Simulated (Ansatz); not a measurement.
## Amorphous Si2O: valence band and core levels

How wide do site differences make the core lines of amorphous Si2O?

Method: DFT, PBEsol, plane-wave PAW, scalar-relativistic; PAW set soft_1, in Ansatz 0.2.0.

Most raw output is cut from this account.

**1. The structure**

The cell holds 30 atoms: 20 Si and 10 O. Cell: a = 8.167 Å, b = 8.167 Å, c = 8.167 Å, α = 90.0°, β = 90.0°, γ = 90.0°. How the cell was made: glass; density 2.2 g/cm³; hottest run set to 3200 K; random start, relaxed, three short dynamics runs, relaxed.

**2. Relaxing the atoms**

Random starting positions are first pushed apart, with loose settings.

input.yaml reads:

```yaml
crystal:
  lattice:
    - [8.1669974226, 0.0, 0.0]
    - [0.0, 8.1669974226, 0.0]
    - [0.0, 0.0, 8.1669974226]
  atoms:
    - { symbol: Si, position: [0.9430561056, 0.5113275528, 0.9762437057] }
    - { symbol: Si, position: [0.0808360239, 0.607355832, 0.3764865844] }
    - { symbol: Si, position: [0.801901207, 0.1745278161, 0.8716352742] }
    - { symbol: Si, position: [0.5439414008, 0.9022150797, 0.4771535238] }
    - { symbol: Si, position: [0.4304962777, 0.7889467175, 0.9841529999] }
    - { symbol: Si, position: [0.1776925858, 0.6088516168, 0.7048647456] }
    - { symbol: Si, position: [0.4978675988, 0.493619834, 0.5002261893] }
    - { symbol: Si, position: [0.9585822861, 0.3499373998, 0.2237711468] }
[... 18 atom lines left out ...]
    - { symbol: O, position: [0.827091881, 0.0370481005, 0.4689729235] }
    - { symbol: O, position: [0.1019211513, 0.0607408977, 0.2637917257] }
    - { symbol: O, position: [0.0223040514, 0.7528849257, 0.8544561314] }
    - { symbol: O, position: [0.7673539551, 0.2682512698, 0.4194953394] }
kpoints:
  mp_grid: { grid: [1, 1, 1] }
scf:
  occupations: { method: fermi_dirac, width: 0.1 }
  n_extra_bands: 21
hamiltonian:
  xc: pbesol
  pseudopotentials: { kind: paw, azcp: { folder: soft_1 }, xc_functional: pbe }
output:
  forces: true
basis:
  ecutwfc: 320
relax:
  f_tol: 0.2
  max_steps: 25
```

Run with:

```sh
$ ansatz run input.yaml --threads 8 --pin off --max-ram 23552MiB --backend cpu --events-out ev --progress --plain --runs-dir out
```

Wall time 14 s (8 threads of Arm Neoverse V2, shared host); peak memory 0.41 GiB.

The run stopped before the relaxation met all its tests.

The program's message: “Error: geometry relaxation did not converge after 25 steps: max|allowed force component| = 4.79e-1 eV/Å (threshold 2.0e-1). Raise `relax.max_steps` over both its present limit and 25, loosen `relax.f_ …”

**3. Dynamics at 3200 K**

A short run with the thermostat set to 3200 K, starting from rest and too brief to equilibrate, lets the random network rearrange; the cutoff and mesh are cut down, since only a plausible structure is wanted. It starts from the last accepted geometry of the run before, which hadn't met its force target.

input.yaml reads:

```yaml
crystal:
  lattice:
    - [8.1669974226, 0.0, 0.0]
    - [0.0, 8.1669974226, 0.0]
    - [0.0, 0.0, 8.1669974226]
  atoms:
    - { symbol: Si, position: [0.93996454, 0.50997335, 0.85226205] }
    - { symbol: Si, position: [0.17681541, 0.62583588, 0.46800578] }
    - { symbol: Si, position: [0.85914022, 0.1559425, 0.80164345] }
    - { symbol: Si, position: [0.50742124, 0.85865682, 0.33098149] }
    - { symbol: Si, position: [0.34288673, 0.74708301, 0.92789254] }
    - { symbol: Si, position: [0.1175574, 0.7074169, 0.74022957] }
    - { symbol: Si, position: [0.48473959, 0.44057244, 0.44025715] }
    - { symbol: Si, position: [0.92385164, 0.44552065, 0.26550982] }
[... 18 atom lines left out ...]
    - { symbol: O, position: [0.85510606, -0.12114146, 0.5200833] }
    - { symbol: O, position: [0.1510756, 0.02604078, 0.50180474] }
    - { symbol: O, position: [-0.02799205, 0.86602586, 0.92991679] }
    - { symbol: O, position: [0.85110153, 0.42415172, 0.45667481] }
kpoints:
  mp_grid: { grid: [1, 1, 1] }
scf:
  occupations: { method: fermi_dirac, width: 0.1 }
  n_extra_bands: 21
hamiltonian:
  xc: pbesol
  pseudopotentials: { kind: paw, azcp: { folder: soft_1 }, xc_functional: pbe }
output:
  forces: true
basis:
  ecutwfc: 320
md:
  timestep: 1.5
  n_steps: 495
  ensemble: nvt_langevin
  temperature: 3200
  seed: 0
```

The job ended after 4.1 min (8 threads; peak memory 0.41 GiB; 26 min of CPU time).

Rows from the run:

```
time (fs)  T (K)  potential (meV/atom)
      0.0      0                   0.0
     49.5   1210                 125.2
     99.0   1752                 261.3
    148.5   2806                 271.6
    198.0   2323                 409.9
    247.5   2531                 449.6
    297.0   2632                 545.5
    346.5   3613                 554.7
    396.0   3277                 660.1
    445.5   3287                 657.5
    495.0   4459                 503.1
    544.5   3502                 557.3
    594.0   4032                 573.6
    643.5   3260                 576.6
    693.0   3965                 456.6
    742.5   3989                 457.2
```

Mean square displacement at the end: Si 7.0 Å², O 6.9 Å².

Positions (Å) and forces (eV/Å) at 742.5 fs:

```xyz
30
Lattice="8.167 0.000 0.000 0.000 8.167 0.000 0.000 0.000 8.167" Properties=species:S:1:pos:R:3:forces:R:3 pbc="T T T"
Si    8.816    6.309    6.510   -0.760    0.529   -0.053
Si    2.877    4.516    2.270   -0.818    0.966   -1.049
Si    9.247    3.162    5.471   -1.407    0.701   -0.111
Si    5.504   10.691    1.461    0.990   -0.299    0.301
Si    2.948    8.932    7.366    1.174   -0.471    0.292
Si   -0.089    4.983    1.916   -0.307   -0.569    2.714
Si    4.219    6.472    3.538   -2.890    1.162    0.561
Si    7.830    2.161    0.664   -2.804    3.220    1.935
Si    5.195    2.406    7.448   -1.722    0.023   -1.260
Si    1.423    9.094    5.686    2.931   -1.553   -4.790
Si    7.230    4.366   -0.501    0.425    0.880    0.203
Si    7.582   -1.166    0.722   -0.234   -0.348    0.203
Si    2.350    9.813    9.311   -0.822    0.162    1.698
Si    5.933    4.087    3.129    4.820   -6.864   -2.008
Si    2.411    5.108    5.616    0.817    0.724   -1.668
Si    2.428    7.966    2.576   -0.505    0.394    2.216
Si    2.718    3.164   -1.009    0.150    1.406    0.577
Si    6.747    2.826    5.831   -0.013   -0.608   -0.607
Si    2.836    6.048    7.717   -0.282   -0.192    1.285
Si    8.113    9.198    7.105   -4.022   -1.814   -0.694
O     2.052    4.498    0.135    1.464    0.695    0.464
O     5.879    2.637    4.365    0.969    2.605   -0.534
O     8.918    2.046    1.815    3.040   -0.266    0.420
O     3.326    3.024    1.461   -0.727   -0.751    2.181
O     1.434    4.799    3.115   -1.334   -0.364   -3.271
O    -1.413   -0.206   -0.345    2.076    0.031   -0.121
O     7.316   -1.075    2.340    0.911   -0.981   -2.060
O     1.730    0.604    3.997    0.924   -1.145    0.376
O     1.127    6.988    8.306   -1.510   -0.252   -0.401
O     5.134    5.185    3.729   -0.536    2.980    3.200
```

The pair distribution g(r) has structure finer than the step of the table below, so its rows give means over 0.25 Å, whole bins alone (the curve runs from 0.0357 to 5.68 Å). Peaks (Å: height): Si–Si 2.322: 2.18, 2.537: 2.53, 2.966: 1.47, 3.323: 1.17, 4.109: 1.23, 4.681: 1.23, 5.109: 1.38; Si–O 1.751: 3.96, 2.251: 0.898, 2.966: 2.24, 3.680: 1.85, 3.966: 1.23, 4.681: 1.45, 5.181: 1.50; O–O 2.608: 2.01, 2.751: 2.80, 3.109: 2.67, 3.251: 1.72, 3.680: 2.58, 3.966: 1.16, 4.466: 1.60.

From the last frames. Table of pair distribution g(r) by r; means over each step:

```
r (Å)  Si–Si   Si–O     O–O
 1.25      0      0       0
 1.50      0   1.40       0
 1.75      0   3.00       0
 2.00  0.312   1.32  0.0927
 2.25   1.62  0.487   0.589
 2.50   1.90  0.174   0.616
 2.75   1.14  0.706    1.93
 3.00   1.32   1.21    1.60
 3.25  0.873   1.02    1.27
 3.50  0.944   1.40   0.575
 3.75  0.748   1.05    1.18
 4.00  0.764  0.839   0.597
 4.25   1.00  0.889   0.713
 4.50  0.909   1.05    1.19
 4.75   1.01   1.21   0.561
 5.00   1.12  0.967   0.702
 5.25  0.900   1.20   0.782
 5.50   1.01  0.979   0.856
```

Beyond half the shortest lattice vector, 4.1 Å, g(r) counts periodic images.

A gap read on the k-mesh alone can miss the band edges.

This step gave:

```
free energy             : -18023.0667 eV
energy at zero smearing : -18022.9043 eV
smearing term TS        : 0.3249 eV
Fermi energy            : 5.050 eV
symmetry operations     : 1
gap on the k-mesh       : 0.1527 eV
```

**4. Dynamics at 1760 K**

A short run with the thermostat set to 1760 K, starting from rest and too brief to equilibrate, lets it settle further; the cutoff and mesh are cut down, since only a plausible structure is wanted.

input.yaml reads:

```yaml
crystal:
  lattice:
    - [8.1669974226, 0.0, 0.0]
    - [0.0, 8.1669974226, 0.0]
    - [0.0, 0.0, 8.1669974226]
  atoms:
    - { symbol: Si, position: [1.0794755995, 0.7725231428, 0.7970691335] }
    - { symbol: Si, position: [0.3522431186, 0.552958262, 0.2779636219] }
    - { symbol: Si, position: [1.1322043575, 0.3872253873, 0.6699146493] }
    - { symbol: Si, position: [0.6739807209, 1.3089946535, 0.1788461761] }
    - { symbol: Si, position: [0.3609479007, 1.0936583833, 0.9018753175] }
    - { symbol: Si, position: [-0.0108877611, 0.6101834685, 0.2345561613] }
    - { symbol: Si, position: [0.5166272403, 0.7924824386, 0.4332256954] }
    - { symbol: Si, position: [0.9587089255, 0.2646457934, 0.0812442006] }
[... 18 atom lines left out ...]
    - { symbol: O, position: [0.8958219523, -0.1315818137, 0.2865189097] }
    - { symbol: O, position: [0.2118773605, 0.0739645106, 0.4893750169] }
    - { symbol: O, position: [0.1380277743, 0.8556174754, 1.0170200356] }
    - { symbol: O, position: [0.6286057496, 0.6348183831, 0.4566144267] }
kpoints:
  mp_grid: { grid: [1, 1, 1] }
scf:
  occupations: { method: fermi_dirac, width: 0.1 }
  n_extra_bands: 21
hamiltonian:
  xc: pbesol
  pseudopotentials: { kind: paw, azcp: { folder: soft_1 }, xc_functional: pbe }
output:
  forces: true
basis:
  ecutwfc: 320
md:
  timestep: 1.5
  n_steps: 396
  ensemble: nvt_langevin
  temperature: 1760
  seed: 0
```

Run time: 3.2 min. Hardware: 8 threads; peak memory 0.42 GiB.

Rows from the run:

```csv
time (fs),T (K),potential (meV/atom)
0.0,0,0.0
39.0,1829,-219.4
79.5,1910,-228.9
118.5,1941,-269.2
159.0,1815,-215.6
198.0,2084,-264.5
237.0,1711,-276.9
277.5,1583,-331.1
316.5,2222,-367.0
357.0,1457,-295.6
396.0,1932,-314.2
435.0,1570,-281.2
475.5,1630,-309.0
514.5,1413,-263.8
555.0,1721,-299.1
594.0,1762,-243.9
```

Mean square displacement at the end: Si 1.6 Å², O 2.2 Å².

Positions (Å) and forces (eV/Å) at 594.0 fs:

```xyz
30
Lattice="8.167 0.000 0.000 0.000 8.167 0.000 0.000 0.000 8.167" Properties=species:S:1:pos:R:3:forces:R:3 pbc="T T T"
Si    9.514    7.276    5.873    0.708   -0.398   -0.284
Si    2.949    4.794    0.979    0.064   -0.715   -1.582
Si    9.511    3.279    5.285    0.261    2.380   -1.798
Si    5.744   10.608    1.355   -0.341   -0.270   -0.030
Si    3.241   10.775    7.772    0.376    0.031    1.125
Si   -0.390    5.348    1.732    0.873   -1.912    3.329
Si    3.575    6.517    2.500   -0.045   -0.714    2.226
Si    8.109    3.132    0.961    0.173   -0.696   -0.279
Si    5.236    4.163    7.675   -1.386   -0.859    0.185
Si    2.113    9.491    5.903    0.937   -0.828    1.020
Si    9.457    4.528   -0.982    0.171    0.052    0.533
Si    8.856   -0.496   -0.107   -0.193   -2.627    0.763
Si    2.424   10.601   10.300   -1.508    1.935   -4.023
Si    5.797    4.352    2.665    1.707    0.504    2.550
Si    1.973    5.837    4.036   -2.577   -0.755    0.339
Si    4.780    8.913    3.480   -1.673    1.388   -1.635
Si    3.169    5.942   -1.571    1.182    0.946    0.990
Si    7.050    3.783    5.817   -1.458    1.433   -1.335
Si    3.587    7.986    9.110   -1.441    2.793   -1.691
Si    8.328   10.205    6.959   -0.844    0.389    0.995
O     3.985    7.135   -0.338    0.069   -1.219   -2.274
O     5.955    4.493    4.526    2.521   -2.950    1.015
O     9.011    1.987    1.936    0.083    2.027    0.029
O     2.680    4.091    2.503   -1.221   -0.451   -0.714
O     0.518    5.779    3.116    0.265   -0.245   -1.059
O    -0.378    0.638   -0.488   -1.382    0.538    0.260
O     7.833   -1.754    0.589    0.944    3.078   -2.022
O     3.280    1.921    3.268    3.999   -4.264    3.964
O     1.845    7.985    9.191    0.305   -0.169   -0.335
O     4.835    5.604    2.873   -0.569    1.577   -0.263
```

From the last frames. The pair distribution g(r) by r; read off at these points:

```csv
r (Å),Si–Si,Si–O,O–O
0.04,0,0,0
0.18,0,0,0
0.32,0,0,0
0.46,0,0,0
0.68,0,0,0
0.82,0,0,0
0.96,0,0,0
1.11,0,0,0
1.25,0,0,0
1.39,0,0,0
1.54,0,2.25,0
1.68,0,4.30,0
1.89,0,2.01,0
2.04,0,0,0
2.18,1.04,0,0
2.32,3.09,0,0.843
2.39,3.24,0.132,1.59
2.47,0.936,0.374,0.998
2.54,2.36,0,1.18
2.61,1.00,0.390,1.78
2.75,0.801,0.351,5.61
2.82,2.71,0.143,3.62
2.97,0.690,1.12,0
3.11,1.02,1.37,0
3.25,0.825,2.15,0.717
3.32,2.09,1.68,0.961
3.39,1.51,1.55,1.58
3.54,0.667,1.30,0.121
3.68,0.812,1.48,0.224
3.82,0.960,1.01,0.726
4.04,0.837,0.721,1.02
4.11,1.35,1.03,0.719
4.18,1.34,0.629,1.82
4.32,0.446,1.05,0.162
4.47,0.893,1.27,0.836
4.61,1.09,0.999,1.07
4.75,1.02,1.07,2.22
4.90,1.31,1.14,0.316
5.04,0.896,1.09,0.358
5.25,1.15,1.44,0.550
5.40,0.690,1.07,1.04
5.54,0.964,1.48,0.742
5.68,0.764,0.646,0.141
```

Beyond half the shortest lattice vector, 4.1 Å, g(r) counts periodic images.

This step gave:

```yaml
free_energy: -18030.3824 eV
energy_at_zero_smearing: -18030.1925 eV
smearing_term_ts: 0.3799 eV
fermi_energy: 4.917 eV
gap_on_the_k_mesh: 0.1032 eV
```

**5. Dynamics at 300 K**

A short run with the thermostat set to 300 K, starting from rest and too brief to equilibrate, lets it settle further; the cutoff and mesh are cut down, since only a plausible structure is wanted.

input.yaml reads:

```yaml
crystal:
  lattice:
    - [8.1669974226, 0.0, 0.0]
    - [0.0, 8.1669974226, 0.0]
    - [0.0, 0.0, 8.1669974226]
  atoms:
    - { symbol: Si, position: [1.1649031437, 0.8908887272, 0.7191696256] }
    - { symbol: Si, position: [0.3611125371, 0.586944446, 0.1198624421] }
    - { symbol: Si, position: [1.1645776542, 0.4014795929, 0.6470615063] }
    - { symbol: Si, position: [0.7033134267, 1.2988388848, 0.1659170576] }
    - { symbol: Si, position: [0.3968551379, 1.319365399, 0.9516738269] }
    - { symbol: Si, position: [-0.0477723702, 0.6548463468, 0.2120528799] }
    - { symbol: Si, position: [0.4377323417, 0.797913075, 0.3061282166] }
    - { symbol: Si, position: [0.9928969604, 0.3835435567, 0.1176273593] }
[... 18 atom lines left out ...]
    - { symbol: O, position: [0.9590603911, -0.2147694585, 0.0721419846] }
    - { symbol: O, position: [0.40164484, 0.2352572543, 0.4001009803] }
    - { symbol: O, position: [0.2259525317, 0.9777052673, 1.1254163215] }
    - { symbol: O, position: [0.5919954291, 0.6861523277, 0.3517999211] }
kpoints:
  mp_grid: { grid: [1, 1, 1] }
scf:
  occupations: { method: fermi_dirac, width: 0.1 }
  n_extra_bands: 21
hamiltonian:
  xc: pbesol
  pseudopotentials: { kind: paw, azcp: { folder: soft_1 }, xc_functional: pbe }
output:
  forces: true
basis:
  ecutwfc: 320
md:
  timestep: 1.5
  n_steps: 264
  ensemble: nvt_langevin
  temperature: 300
  seed: 0
```

Wall time 1.9 min (8 threads); peak memory 0.42 GiB; 12 min of CPU time.

Rows from the run:

```csv
time (fs),T (K),potential (meV/atom)
0.0,0,0.0
27.0,1044,-149.2
52.5,874,-167.8
79.5,795,-190.1
105.0,715,-209.1
132.0,674,-226.0
159.0,472,-208.4
184.5,470,-219.6
211.5,412,-217.4
237.0,481,-245.2
264.0,329,-228.1
291.0,372,-239.9
316.5,407,-244.7
343.5,363,-242.8
369.0,366,-245.5
396.0,396,-248.1
```

Mean square displacement at the end: Si 0.53 Å², O 0.41 Å².

Positions (Å) and forces (eV/Å) at 396.0 fs:

```xyz
30
Lattice="8.167 0.000 0.000 0.000 8.167 0.000 0.000 0.000 8.167" Properties=species:S:1:pos:R:3:forces:R:3 pbc="T T T"
Si   10.415    7.883    5.812   -0.120    0.061   -0.105
Si    3.607    5.400    0.965    0.223    0.727    0.758
Si   10.122    4.628    5.413    0.138   -0.948    0.324
Si    5.986   10.992    1.591   -0.236   -0.066    1.108
Si    2.943   11.004    7.622   -0.160   -0.263   -0.597
Si    0.035    5.707    1.773   -0.619   -0.937    0.413
Si    4.137    6.801    2.930    1.069   -0.749   -0.630
Si    8.148    3.384    0.886    0.373   -0.321   -0.535
Si    5.001    3.850    7.936   -0.076    0.223   -0.512
Si    2.074   10.316    5.449    0.038    0.754    0.730
Si    9.670    5.026   -0.512   -0.410   -0.357   -0.423
Si    8.862   -0.644   -0.392   -1.370   -0.431    0.060
Si    2.419   11.026    9.939    0.992   -1.137    0.512
Si    6.472    4.625    3.342   -0.858    0.256   -0.514
Si    2.165    6.464    4.004   -1.019    0.294   -0.627
Si    4.437    8.975    2.031    0.682    0.902   -0.094
Si    3.745    5.982   -1.985    0.479    0.336    0.431
Si    6.863    3.991    6.565   -0.211    0.100   -1.268
Si    3.187    8.426    8.097    1.243    0.172   -0.128
Si    8.358   10.375    6.968    0.401   -0.751    0.337
O     3.775    6.715   -0.178   -0.039    0.143   -1.184
O     6.476    4.087    4.905    0.530   -0.326    0.827
O     9.021    2.601    2.127    0.068    0.471    0.291
O     2.873    4.394    2.106   -0.426   -0.397    0.700
O     1.078    6.506    2.706    0.883    0.144    1.052
O    -0.216    0.561   -1.062   -0.629    0.962    0.065
O     7.681   -1.417    0.642    0.252    1.122   -0.854
O     3.324    1.850    2.783   -0.675    0.179   -0.865
O     1.714    8.331    8.787   -0.443   -0.490    1.080
O     5.440    5.926    3.531   -0.079    0.326   -0.352
```

The pair distribution g(r) has structure finer than the step of the table below, so its rows give means over 0.2 Å, whole bins alone (the curve runs from 0.0357 to 5.68 Å). Peaks (Å: height): Si–Si 2.39: 4.23, 2.61: 2.67, 2.89: 1.72, 3.54: 1.79, 3.68: 1.23, 4.18: 1.50; Si–O 1.68: 12.8, 3.25: 1.97; O–O 2.68: 6.76, 2.82: 3.05, 3.18: 1.20, 3.97: 2.99, 4.32: 2.52, 5.18: 1.47, 5.40: 1.30.

From the last frames. Pair distribution g(r) against r; means over each step:

```csv
r (Å),Si–Si,Si–O,O–O
1.4,0,0,0
1.6,0,4.94,0
1.8,0,2.82,0
2.0,0,0.236,0
2.2,0.809,0,0
2.4,3.09,0,0.0815
2.6,1.98,0,4.08
2.8,0.927,0.420,2.55
3.0,0.987,1.17,0.415
3.2,0.983,1.88,0.694
3.4,0.997,1.43,0.515
3.6,1.15,1.34,0.0426
3.8,0.981,0.695,0.440
4.0,0.756,1.27,1.48
4.2,0.988,0.977,0.821
4.4,0.709,0.849,1.89
4.6,0.847,0.776,1.44
4.8,0.883,1.17,0.553
5.0,0.826,1.24,0.330
5.2,1.07,1.08,0.762
5.4,1.02,0.963,0.898
```

Beyond half the shortest lattice vector, 4.1 Å, g(r) counts periodic images.

Numbers from this step:

```yaml
free_energy: -18037.8259 eV
energy_at_zero_smearing: -18037.7980 eV
smearing_term_ts: 0.05573 eV
fermi_energy: 4.992 eV
gap_on_the_k_mesh: 0.7146 eV
```

**6. Relaxing the atoms**

The quenched cell is relaxed to a local minimum.

input.yaml reads:

```yaml
crystal:
  lattice:
    - [8.1669974226, 0.0, 0.0]
    - [0.0, 8.1669974226, 0.0]
    - [0.0, 0.0, 8.1669974226]
  atoms:
    - { symbol: Si, position: [1.2753083572, 0.9652119911, 0.711599383] }
    - { symbol: Si, position: [0.4415955572, 0.6611501811, 0.1181712906] }
    - { symbol: Si, position: [1.2394019899, 0.5667166869, 0.6627487192] }
    - { symbol: Si, position: [0.7329328135, 1.3459600067, 0.1948377327] }
    - { symbol: Si, position: [0.3603509868, 1.3473484053, 0.9333027227] }
    - { symbol: Si, position: [0.0043184077, 0.6987369378, 0.2170730135] }
    - { symbol: Si, position: [0.5065198541, 0.8327378825, 0.3587544798] }
    - { symbol: Si, position: [0.9976801703, 0.4143904063, 0.1084653248] }
[... 18 atom lines left out ...]
    - { symbol: O, position: [0.9405125909, -0.1734906027, 0.0785741263] }
    - { symbol: O, position: [0.4069758231, 0.2265421832, 0.340763343] }
    - { symbol: O, position: [0.2098401588, 1.0201331731, 1.0759468222] }
    - { symbol: O, position: [0.6661471892, 0.7255784483, 0.432386812] }
kpoints:
  mp_grid: { grid: [2, 2, 2] }
scf:
  occupations: { method: fermi_dirac, width: 0.03 }
  n_extra_bands: 23
hamiltonian:
  xc: pbesol
  pseudopotentials: { kind: paw, azcp: { folder: soft_1 }, xc_functional: pbe }
output:
  forces: true
relax:
  f_tol: 0.05
  max_steps: 60
```

Wall time 45 s (8 threads); peak memory 2.1 GiB.

The steps of the relaxation:

| step | energy less that of the first step (eV) | largest force component (eV/Å) |
| --- | --- | --- |
| 1 | 0.0000 | 1.9655 |
| 2 | -1.0937 | 1.2268 |
| 3 | -1.6035 | 0.5557 |
| 4 | -1.8046 | 0.4061 |
| 5 | -1.9819 | 0.4015 |
| 6 | -2.1313 | 0.4772 |
| 7 | -2.3131 | 0.6271 |
| 8 | -2.4724 | 0.3599 |
| 9 | -2.5791 | 0.5328 |
| 10 | -2.6826 | 0.7713 |
| 11 | -2.8112 | 0.6723 |
| 12 | -2.9200 | 0.6861 |
| 13 | -2.8701 | 0.6391 |
| 14 | -3.0182 | 0.1179 |
| 15 | -3.0273 | 0.0959 |
| 16 | -2.9211 | 0.5583 |
| 17 | -3.0373 | 0.0601 |
| 18 | -3.0388 | 0.0455 |

Relaxation steps 13, 16 were tried and not accepted.

The atoms that moved most (Å):

| atom | dx | dy | dz | length |
| --- | --- | --- | --- | --- |
| Si17 | -0.950 | 0.153 | 0.403 | 1.043 |
| Si11 | -0.414 | -0.372 | -0.684 | 0.882 |
| Si3 | 0.710 | -0.217 | -0.375 | 0.832 |
| Si5 | 0.577 | -0.525 | 0.010 | 0.780 |
| Si2 | 0.651 | 0.083 | 0.093 | 0.663 |
| O26 | -0.495 | 0.131 | 0.346 | 0.618 |
| Si1 | -0.505 | 0.092 | -0.212 | 0.555 |
| Si10 | -0.130 | 0.139 | 0.490 | 0.525 |

This step gave:

```
free energy             : -18040.3808 eV
energy at zero smearing : -18040.3805 eV
smearing term TS        : 6.60e-4 eV
Fermi energy            : 5.313 eV
gap by band count       : 0.3205 eV
```

The relaxation ends 101 meV an atom lower, with a largest force component of 0.046 eV/Å.

(Part 1 of 3 ends here.)

[Logs are printed without paths, hosts, clocks, repeated set-up lines and the standing remarks that a program may print on its own settings, such as how far it seeks lower states.]

[Hosts, paths, dates, database ids (printed as entryN), source tags and the programs' standing remarks are cut or masked in the printed files.]

[Maps of the electrostatic potential energy from Ansatz leave out the sawtooth potential of an applied field or a dipole correction, so their vacuum need not be flat; work functions include it.]
